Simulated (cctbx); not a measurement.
**Resonant diffraction in MgPdS3**

Space group Pm-3m (no. 221), a = 4.3810 Å, b = 4.3810 Å, c = 4.3810 Å, α = 90.00°, β = 90.00°, γ = 90.00°.

```
atom  mult.    x    y    z  Ueq (Å²)
 Pd1      1  1/2  1/2  1/2    0.0117
  S1      3  1/2    0  1/2    0.0192
 Mg1      1    0    0    0    0.0172
```

The model is made up (kin elements in a known structure type, no relaxation), so it says nothing on whether the phase exists.

Calculated with cctbx: free-atom f′ and f″ from the Sasaki tables, no fine structure; amplitudes in electrons.

```
E (eV)  F 1 2 3  F 1 0 1  F 2 2 2  F 1 0 3
 23750     18.0     32.8     44.6     21.3
 24100     17.3     32.0     43.9     20.6
 24230     16.7     31.3     43.3     20.0
 24290     16.2     30.7     42.8     19.4
 24320     15.6     30.1     42.2     18.8
 24335     15.1     29.4     41.7     18.3
 24342     14.6     28.9     41.2     17.8
 24346     14.2     28.4     40.7     17.3
 24354     13.7     27.6     40.0     16.7
 24358     14.6     28.7     40.9     17.7
 24365     15.2     29.4     41.6     18.3
 24380     15.8     30.2     42.2     19.0
 24410     16.4     30.9     42.9     19.6
 24500     17.2     31.8     43.7     20.5
 24750     18.0     32.7     44.5     21.3
```

**Question.** Which edge is crossed, and why do the reflections move as they do?

The K edge of Pd. The edge is at 24350 eV. f′ of Pd falls from -4.7 e at 24230 eV to -7.8 e at 4 eV below it, and f″ steps from 0.55 to 3.63 e across it. Over that approach |F| changes by -15 % (1 2 3), -9 % (1 0 1), -6 % (2 2 2) and -14 % (1 0 3): a reflection falls where Pd scatters in phase with the total and rises where it scatters against it; it hardly moves where the Pd term is small or cancels by symmetry. Above the edge the larger f″ enters the imaginary part, where it can add to or cancel the other atoms' f″. The structure is centrosymmetric, so Friedel mates stay equal.

[Logs are printed without paths, hosts, clocks, repeated set-up lines and the standing remarks that a program may print on its own settings, such as how far it seeks lower states.]
